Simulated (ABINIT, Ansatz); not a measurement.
# CsCaF3 (Pm-3m): changed settings of a GW run in ABINIT

Aim: change inputs of a GW run on CsCaF3 (Pm-3m) and see what moves.

Calculated with ABINIT 10.8.3; LDA and many-body steps on it, plane waves.

## (1) The structure

It takes space group Pm-3m (No. 221, cubic). Conventional cell: a = 4.521 Å, b = 4.521 Å, c = 4.521 Å, α = 90.00°, β = 90.00°, γ = 90.00°. Cs has 12 F at 3.20 Å nearest. Nearest to Ca lie 6 F at 2.26 Å. Nearest to F lie 2 Ca at 2.26 Å and 4 Cs at 3.20 Å. Farther neighbours and most contacts between anions are not listed.

The cell and positions are those that the Materials Project relaxed with its own functionals (PBE, PBE+U or r2SCAN), kept fixed. Spin-orbit coupling is left out unless a step names it.

## (2) Screening, 2×2×2 mesh, 81 bands, screening to 114.3 eV

This step: ABINIT 10.8.3; RPA screening on LDA, plane waves, norm-conserving pseudopotentials.

The RPA dielectric matrix is built and inverted for each q.

File run.abi:

```
acell 3*1.0 Angstrom
rprim 
  4.520531030000 0.000000000000 0.000000000000
  0.000000000000 4.520531030000 0.000000000000
  0.000000000000 0.000000000000 4.520531030000
ntypat 3
znucl 55 20 9
natom 5
typat 1 2 3 3 3
xred 
  0.000000000000 0.000000000000 0.000000000000
  0.500000000000 0.500000000000 0.500000000000
  0.000000000000 0.500000000000 0.500000000000
  0.500000000000 0.000000000000 0.500000000000
  0.500000000000 0.500000000000 0.000000000000
pp_dirpath "pseudos"
pseudos "Cs.upf, Ca.upf, F.upf"
ecut 36
ngkpt 2 2 2
nshiftk 1
shiftk 0 0 0
kptopt 1
chksymbreak 0
istwfk *1
occopt 1
irdwfk 1
optdriver 3
nband 81
ecuteps 4.2
inclvkb 2
awtr 1
symchi 1
indata_prefix "in"
outdata_prefix "out"
tmpdata_prefix "tmp"
```

Started as:

```sh
$ OMP_NUM_THREADS=1 mpirun -n 4 abinit run.abi > log
```

Output:

```text
.Version 10.8.3 of ABINIT. v10.8.2 released Aug 2026.

 Symmetries : space group Pm -3 m (#221); Bravais cP (primitive cubic)
[... echo of the input left out ...]
== DATASET  1 ==================================================================
-   mpi_nproc: 4, omp_nthreads: 1 (-1 if OMP is not activated)

--- !DatasetInfo
iteration_state: {dtset: 1, }
dimensions: {natom: 5, nkpt: 4, mband: 81, nsppol: 1, nspinor: 1, nspden: 1, mpw: 6488, }
cutoff_energies: {ecut:  36.0, pawecutdg:  -1.0, }
electrons: {nelect:   4.00000000E+01, charge:   0.00000000E+00, occopt:   1.00000000E+00, tsmear:   1.00000000E-02, }

 SCREENING: Calculation of the susceptibility and dielectric matrices

 Based on a program developped by R.W. Godby, V. Olevano, G. Onida, and L. Reining.
 Incorporated in ABINIT by V. Olevano, G.-M. Rignanese, and M. Torrent.
.Using double precision arithmetic ; gwpc =  8

[... cell and pseudopotentials left out ...]
--------------------------------------------------------------------------------

 ==== K-mesh for the wavefunctions ====
 Number of points in the irreducible wedge :     4
[... list of points left out ...]
 Together with 48 symmetry operations and time-reversal symmetry
 yields     8 points in the full Brillouin Zone.

 ==== Q-mesh for the screening function ====
 Number of points in the irreducible wedge :     4
[... list of points left out ...]
 Together with 48 symmetry operations and time-reversal symmetry
 yields     8 points in the full Brillouin Zone.

 setmesh: FFT mesh size selected  =    32x   32x   32
          total number of points  =        32768

 vcoul_init : cutoff-mode = AUXILIARY_FUNCTION
 q-points for optical limit:   1
     1)      0.000010    0.000020    0.000030

- screening: taking advantage of time-reversal symmetry
- Maximum band index for partially occupied states nbvw = 20
- Remaining bands to be divided among processors   nbcw = 61
- Number of bands treated by each node ~15

 Number of electrons calculated from density =   40.0000; Expected =   40.0000
 average of density, n =  0.064165
 r_s =    1.5495
 omega_plasma =   24.4345 [eV]

 calculating chi0 at frequencies [eV] :
  1    0.000000E+00    0.000000E+00
  2    0.000000E+00    2.443448E+01

--------------------------------------------------------------------------------
  q-point number  1        q = ( 0.000000, 0.000000, 0.000000) [r.l.u.]
--------------------------------------------------------------------------------
[... chi0 elements left out ...]
 For q-point:  0.000010 0.000020 0.000030
  dielectric constant =   2.3854
  dielectric constant without local fields =   2.6395

  Average fulfillment of the sum rule on Im[epsilon] for q-point    1 :     41.24  [%]
[... wings left out ...]
  q-point number  2        q = ( 0.500000, 0.000000, 0.000000) [r.l.u.]
--------------------------------------------------------------------------------
[... chi0 elements left out ...]
  Average fulfillment of the sum rule on Im[epsilon] for q-point    2 :     49.79  [%]

 [... 2 further q-points ...]
```

Wall time 13 s (4 MPI ranks of Arm Neoverse V1, shared host); peak memory 0.92 GiB.

Numbers from this step:

| Item | Value |
| --- | --- |
| ε∞ with local fields, on this mesh, along the program's q direction | 2.385 |
| the same without local fields | 2.639 |
| plasma frequency | 24.43 eV |
| plane waves in the screening matrix | 251 |

Local fields lower ε∞ by 10 %. On a Γ-centred mesh this coarse the value itself is usually too large, while a short band sum pulls it down.

## (3) Base

The self-energy is evaluated for the states that the input lists, and the levels follow from it, in one-shot runs by the linearised quasiparticle equation.

This step: G0W0 on LDA, plane waves, norm-conserving pseudopotentials.

run.abi, as its differences from that of step 2:

```diff
@@ -26,8 +26,17 @@
 irdwfk 1
-optdriver 3
+optdriver 4
 nband 81
+gwcalctyp 0
+ecutsigx 36
+symsigma 1
+nkptgw 2
+kptgw 
+  0.5000000000 0.5000000000 0.5000000000
+  0.0000000000 0.0000000000 0.0000000000
+bdgw 
+  18 23
+  18 23
 ecuteps 4.2
-inclvkb 2
-awtr 1
-symchi 1
+irdscr 1
+ppmodel 1
 indata_prefix "in"
```

Output:

```text
.Version 10.8.3 of ABINIT. v10.8.2 released Aug 2026.

 Symmetries : space group Pm -3 m (#221); Bravais cP (primitive cubic)
[... echo of the input left out ...]
== DATASET  1 ==================================================================
-   mpi_nproc: 4, omp_nthreads: 1 (-1 if OMP is not activated)

--- !DatasetInfo
iteration_state: {dtset: 1, }
dimensions: {natom: 5, nkpt: 4, mband: 81, nsppol: 1, nspinor: 1, nspden: 1, mpw: 6488, }
cutoff_energies: {ecut:  36.0, pawecutdg:  -1.0, }
electrons: {nelect:   4.00000000E+01, charge:   0.00000000E+00, occopt:   1.00000000E+00, tsmear:   1.00000000E-02, }

 SIGMA: Calculation of the GW corrections

 Based on a program developped by R.W. Godby, V. Olevano, G. Onida, and L. Reining.
 Incorporated in ABINIT by V. Olevano, G.-M. Rignanese, and M. Torrent.
.Using double precision arithmetic ; gwpc =  8

[... cell and pseudopotentials left out ...]
--------------------------------------------------------------------------------

 ==== K-mesh for the wavefunctions ====
 Number of points in the irreducible wedge :     4
[... list of points left out ...]
 Together with 48 symmetry operations and time-reversal symmetry
 yields     8 points in the full Brillouin Zone.

 ==== Q-mesh for screening function ====
 Number of points in the irreducible wedge :     4
[... list of points left out ...]
 Together with 48 symmetry operations and time-reversal symmetry
 yields     8 points in the full Brillouin Zone.

 vcoul_init : cutoff-mode = AUXILIARY_FUNCTION
 q-points for optical limit:   1
     1)      0.000010    0.000020    0.000030
 setmesh: FFT mesh size selected  =    48x   48x   48
          total number of points  =       110592

 Number of electrons calculated from density =   40.0000; Expected =   40.0000
 average of density, n =  0.064165
 r_s =    1.5495
 omega_plasma =   24.4345 [eV]

 === KS Band Gaps ===
  >>>> For spin  1
   Minimum direct gap =   6.8644 [eV], located at k-point      :   0.0000  0.0000  0.0000
   Fundamental gap    =   6.8403 [eV], Top of valence bands at :   0.5000  0.5000  0.5000
                                       Bottom of conduction at :   0.0000  0.0000  0.0000
 SIGMA fundamental parameters:
 PLASMON POLE MODEL  1
 number of plane-waves for SigmaX                 6451
 number of plane-waves for SigmaC and W            251
 number of plane-waves for wavefunctions          6451
 number of bands                                    81
 number of independent spin polarizations            1
 number of spinorial components                      1
 number of k-points in IBZ                           4
 number of q-points in IBZ                           4
 number of symmetry operations                      48
 number of k-points in BZ                            8
 number of q-points in BZ                            8
 number of frequencies for dSigma/dE                 9
 frequency step for dSigma/dE [eV]                0.25
 number of omega for Sigma on real axis              0
 max omega for Sigma on real axis  [eV]           0.00
 zcut for avoiding poles [eV]                     0.10

 EPSILON^-1 parameters (SCR file):
 dimension of the eps^-1 matrix on file            251
 dimension of the eps^-1 matrix used               251
 number of plane-waves for wavefunctions          6451
 number of bands                                    81
 number of q-points in IBZ                           4
 number of frequencies                               2
 number of real frequencies                          1
 number of imag frequencies                          1

 matrix elements of self-energy operator (all in [eV])

 Perturbative Calculation

--- !SelfEnergy_ee
iteration_state: {dtset: 1, }
kpoint     : [   0.500,    0.500,    0.500, ]
spin       : 1
KS_gap     :    8.824
QP_gap     :   12.475
Delta_QP_KS:    3.651
data: !SigmaeeData |
     Band     E0 <VxcDFT>   SigX SigC(E0)      Z dSigC/dE  Sig(E)    E-E0       E
       18   0.152 -21.956 -29.477   5.424   0.794  -0.259 -23.621  -1.665  -1.513
       19   0.152 -21.956 -29.477   5.424   0.794  -0.259 -23.621  -1.665  -1.513
       20   0.152 -21.956 -29.477   5.424   0.794  -0.259 -23.621  -1.665  -1.513
       21   8.976  -9.539  -4.486  -2.796   0.879  -0.137  -7.553   1.986  10.962
       22   8.976  -9.539  -4.486  -2.796   0.879  -0.137  -7.553   1.986  10.962
       23   8.976  -9.539  -4.486  -2.796   0.879  -0.137  -7.553   1.986  10.962

--- !SelfEnergy_ee
iteration_state: {dtset: 1, }
kpoint     : [   0.000,    0.000,    0.000, ]
spin       : 1
KS_gap     :    6.864
QP_gap     :   10.389
Delta_QP_KS:    3.524
data: !SigmaeeData |
     Band     E0 <VxcDFT>   SigX SigC(E0)      Z dSigC/dE  Sig(E)    E-E0       E
[...]
21   6.993  -9.484  -4.516  -2.852   0.883  -0.132  -7.615   1.870   8.862
       22   8.181  -8.906  -3.995  -2.751   0.883  -0.133  -6.999   1.907  10.088
       23   8.181  -8.906  -3.995  -2.751   0.883  -0.133  -6.999   1.907  10.088

== END DATASET(S) ==============================================================
================================================================================

 -outvars: echo values of variables after computation  --------
           etotal      0.0000000000E+00
            nband          81
             nkpt           4
          spgroup         221
 [... the other variables as echoed above ...]

 Calculation completed.
```

The job ended after 7.5 s (4 MPI ranks; peak memory 0.78 GiB).

This step gave:

```
G0W0 gap on the points computed              : 10.38 eV
starting gap on the mesh                     : 6.840 eV
k of the valence top                         : 0.5, 0.5, 0.5
k of the conduction bottom                   : 0, 0, 0
Z at the valence top                         : 0.794
Z at the conduction bottom                   : 0.883
least direct G0W0 gap on the computed points : 10.39 eV
```

The gap on the mesh goes from 6.84 eV to 10.38 eV, a correction of +3.53 eV.

## (4) Scissors in G

run.abi, as its differences from that of step 3:

```diff
@@ -41,2 +41,3 @@
 ppmodel 1
+mbpt_sciss 1.0 eV
 indata_prefix "in"
```

Output:

```text
.Version 10.8.3 of ABINIT. v10.8.2 released Aug 2026.

 Symmetries : space group Pm -3 m (#221); Bravais cP (primitive cubic)
[... echo of the input left out ...]
== DATASET  1 ==================================================================
-   mpi_nproc: 4, omp_nthreads: 1 (-1 if OMP is not activated)

--- !DatasetInfo
iteration_state: {dtset: 1, }
dimensions: {natom: 5, nkpt: 4, mband: 81, nsppol: 1, nspinor: 1, nspden: 1, mpw: 6488, }
cutoff_energies: {ecut:  36.0, pawecutdg:  -1.0, }
electrons: {nelect:   4.00000000E+01, charge:   0.00000000E+00, occopt:   1.00000000E+00, tsmear:   1.00000000E-02, }

 SIGMA: Calculation of the GW corrections

 Based on a program developped by R.W. Godby, V. Olevano, G. Onida, and L. Reining.
 Incorporated in ABINIT by V. Olevano, G.-M. Rignanese, and M. Torrent.
.Using double precision arithmetic ; gwpc =  8

[... cell and pseudopotentials left out ...]
--------------------------------------------------------------------------------

 ==== K-mesh for the wavefunctions ====
 Number of points in the irreducible wedge :     4
[... list of points left out ...]
 Together with 48 symmetry operations and time-reversal symmetry
 yields     8 points in the full Brillouin Zone.

 ==== Q-mesh for screening function ====
 Number of points in the irreducible wedge :     4
[... list of points left out ...]
 Together with 48 symmetry operations and time-reversal symmetry
 yields     8 points in the full Brillouin Zone.

 vcoul_init : cutoff-mode = AUXILIARY_FUNCTION
 q-points for optical limit:   1
     1)      0.000010    0.000020    0.000030
 setmesh: FFT mesh size selected  =    48x   48x   48
          total number of points  =       110592

 Number of electrons calculated from density =   40.0000; Expected =   40.0000
[...]
max omega for Sigma on real axis  [eV]           0.00
 zcut for avoiding poles [eV]                     0.10
 scissor energy [eV]                              1.00

 EPSILON^-1 parameters (SCR file):
 dimension of the eps^-1 matrix on file            251
 dimension of the eps^-1 matrix used               251
 number of plane-waves for wavefunctions          6451
 number of bands                                    81
 number of q-points in IBZ                           4
 number of frequencies                               2
 number of real frequencies                          1
 number of imag frequencies                          1

 matrix elements of self-energy operator (all in [eV])

 Perturbative Calculation

--- !SelfEnergy_ee
iteration_state: {dtset: 1, }
kpoint     : [   0.500,    0.500,    0.500, ]
spin       : 1
KS_gap     :    8.824
QP_gap     :   12.573
Delta_QP_KS:    3.749
data: !SigmaeeData |
     Band     E0 <VxcDFT>   SigX SigC(E0)      Z dSigC/dE  Sig(E)    E-E0       E
       18   0.152 -21.956 -29.477   5.441   0.795  -0.258 -23.609  -1.653  -1.501
       19   0.152 -21.956 -29.477   5.441   0.795  -0.258 -23.609  -1.653  -1.501
       20   0.152 -21.956 -29.477   5.441   0.795  -0.258 -23.609  -1.653  -1.501
[...]
--- !SelfEnergy_ee
iteration_state: {dtset: 1, }
kpoint     : [   0.000,    0.000,    0.000, ]
spin       : 1
KS_gap     :    6.864
QP_gap     :   10.483
Delta_QP_KS:    3.619
data: !SigmaeeData |
     Band     E0 <VxcDFT>   SigX SigC(E0)      Z dSigC/dE  Sig(E)    E-E0       E
[...]
22   8.181  -8.906  -3.995  -2.763   0.883  -0.133  -6.892   2.014  10.195
       23   8.181  -8.906  -3.995  -2.763   0.883  -0.133  -6.892   2.014  10.195

== END DATASET(S) ==============================================================
================================================================================

 -outvars: echo values of variables after computation  --------
           etotal      0.0000000000E+00
            nband          81
             nkpt           4
          spgroup         221
 [... the other variables as echoed above ...]

 Calculation completed.
```

The job ended after 7.5 s (4 MPI ranks; peak memory 0.79 GiB).

Numbers from this step:

```yaml
g0w0_gap_on_the_points_computed: 10.47 eV
starting_gap_on_the_mesh: 6.840 eV
k_of_the_valence_top: 0.5, 0.5, 0.5
k_of_the_conduction_bottom: 0, 0, 0
z_at_the_valence_top: 0.795
z_at_the_conduction_bottom: 0.884
least_direct_g0w0_gap_on_the_computed_points: 10.48 eV
```

## (5) Unknown plasmon-pole model

run.abi, as its differences from that of step 4:

```diff
@@ -40,4 +40,3 @@
 irdscr 1
-ppmodel 1
-mbpt_sciss 1.0 eV
+ppmodel 7
 indata_prefix "in"
```

Output:

```text
.Version 10.8.3 of ABINIT. v10.8.2 released Aug 2026.

 Symmetries : space group Pm -3 m (#221); Bravais cP (primitive cubic)
================================================================================
 Values of the parameters that define the memory need of the present run
     intxc =       0    ionmov =       0      iscf =       7    lmnmax =       8
     lnmax =       8     mgfft =      48  mpssoang =       4    mqgrid =    3001
     natom =       5  nloc_mem =       1    nspden =       1   nspinor =       1
    nsppol =       1      nsym =      48    n1xccc =    2501    ntypat =       3
    occopt =       1   xclevel =       1
-    mband =          81        mffmem =           1         mkmem =           1
       mpw =        6488          nfft =      110592          nkpt =           4
================================================================================
  Rough estimation (10% accuracy) of disk space for files :
================================================================================

--------------------------------------------------------------------------------
------------- Echo of variables that govern the present computation ------------
--------------------------------------------------------------------------------
 -outvars: echo values of preprocessed input variables --------
            acell      1.8897261259E+00  1.8897261259E+00  1.8897261259E+00 Bohr

             bdgw          18      23      18      23
      chksymbreak           0
             ecut      3.60000000E+01 Hartree
          ecuteps      4.20000000E+00 Hartree
         ecutsigx      3.60000000E+01 Hartree
          ecutwfn      3.60000000E+01 Hartree
-          fftalg         312
           irdscr           1
           irdwfk           1

[...]
pspatm : epsatm=   12.51424511
         --- l  ekb(1:nproj) -->
[...]
pspatm: atomic psp has been read  and splines computed

- F Generated using ONCVPSP code by D. R. Hamann
-  9.00000   7.00000  201202                  znucl, zion, pspdat
12 -1012 2 -1 824                             pspcod,pspxc,lmax,lloc,mmax
     nproj     2     2     1     0
  pspatm : epsatm=    4.94580260
         --- l  ekb(1:nproj) -->
             0    6.487052    1.061847
             1   -4.029087   -1.312559
             2   -2.364936
 pspatm: atomic psp has been read  and splines computed

   1.96155627E+03                                ecore*ucvol(ha*bohr**3)
--------------------------------------------------------------------------------

 ==== K-mesh for the wavefunctions ====
 Number of points in the irreducible wedge :     4
 Reduced coordinates and weights :

     1)     0.00000000E+00  0.00000000E+00  0.00000000E+00       0.12500
     2)     5.00000000E-01  0.00000000E+00  0.00000000E+00       0.37500
     3)     5.00000000E-01  5.00000000E-01  0.00000000E+00       0.37500
[...]
Together with 48 symmetry operations and time-reversal symmetry
 yields     8 points in the full Brillouin Zone.

 ==== Q-mesh for screening function ====
 Number of points in the irreducible wedge :     4
 Reduced coordinates and weights :

[...]
3)     5.00000000E-01  5.00000000E-01  0.00000000E+00       0.37500
     4)     5.00000000E-01  5.00000000E-01  5.00000000E-01       0.12500

 Together with 48 symmetry operations and time-reversal symmetry
 yields     8 points in the full Brillouin Zone.

 vcoul_init : cutoff-mode = AUXILIARY_FUNCTION
 q-points for optical limit:   1
     1)      0.000010    0.000020    0.000030
 setmesh: FFT mesh size selected  =    48x   48x   48
          total number of points  =       110592

 Number of electrons calculated from density =   40.0000; Expected =   40.0000
 average of density, n =  0.064165
 r_s =    1.5495
 omega_plasma =   24.4345 [eV]

--- !BUG
message: |
    Wrong ppm%model: 7

--- !BUG
message: |
    Wrong ppm%model: 7

--- from the log ---
Wrong ppm%model: 7
```

Run time: 3.7 s. Hardware: 4 MPI ranks; peak memory 0.2 GiB.

The run stopped with an error after 3.7 s.

The program's words: Wrong ppm%model: 7

The fault put into this input: unknown plasmon-pole model.

## (6) The runs together

Times are wall times on 4 MPI ranks of Arm Neoverse V1, shared host, good to a factor of about two. A run's time includes the screening step that it read.

```csv
run,mesh,bands,screening cutoff (eV),DFT gap (eV),gap on the mesh (eV),direct (eV),ε∞ used,time
base,2×2×2,81,114.3,6.840,10.375,10.389,2.39,20 s
scissors in G,2×2×2,81,114.3,6.840,10.471,10.484,2.39,20 s
```

## (7) Results

```
base          : 10.375 eV
scissors in G : 10.471 eV
known limits  : not at the basis limit; no spin-orbit coupling; coarse k mesh
```

What this shows: Scissors in G: +0.096 eV against base (keys changed: mbpt_sciss). Bands and cutoff are finite, so the gap is not at the basis limit. The miss can reach some tenths of an eV and take either sign; the mesh is an error of its own. In the G0W0 runs levels were corrected at 2 k points alone, so a gap called «on the mesh» is the least over those, and an edge elsewhere would be missed. The 2×2×2 mesh is coarse for this cell, which bears on the long-range parts of exchange and screening. This is the ideal cubic cell; many perovskites, halides above all, are cubic only on average, and local tilts or off-centring can widen the gap. The many-body steps are scalar-relativistic: spin-orbit coupling is not in them.

[Paths, hosts, dates, memory and timing lines, banners, echoed tables and standing remarks are left out of the program output.]

[Logs are printed without paths, hosts, clocks, repeated set-up lines and the standing remarks that a program may print on its own settings, such as how far it seeks lower states.]

[Runs of the session that timed out or met a known fault of the program may be left out.]

[Hosts, paths, dates, database ids (printed as entryN), source tags and the programs' standing remarks are cut or masked in the printed files.]

[G0W0 gaps are taken among the corrected bands and points alone; a level outside them can change the order at an edge.]

[Where Ansatz stands beside ABINIT at settings called matched, ABINIT's density can come from a denser mesh and the files from another edition; pairs whose starting gaps differed by over 0.03 eV were left out, so agreement reads better than it is.]
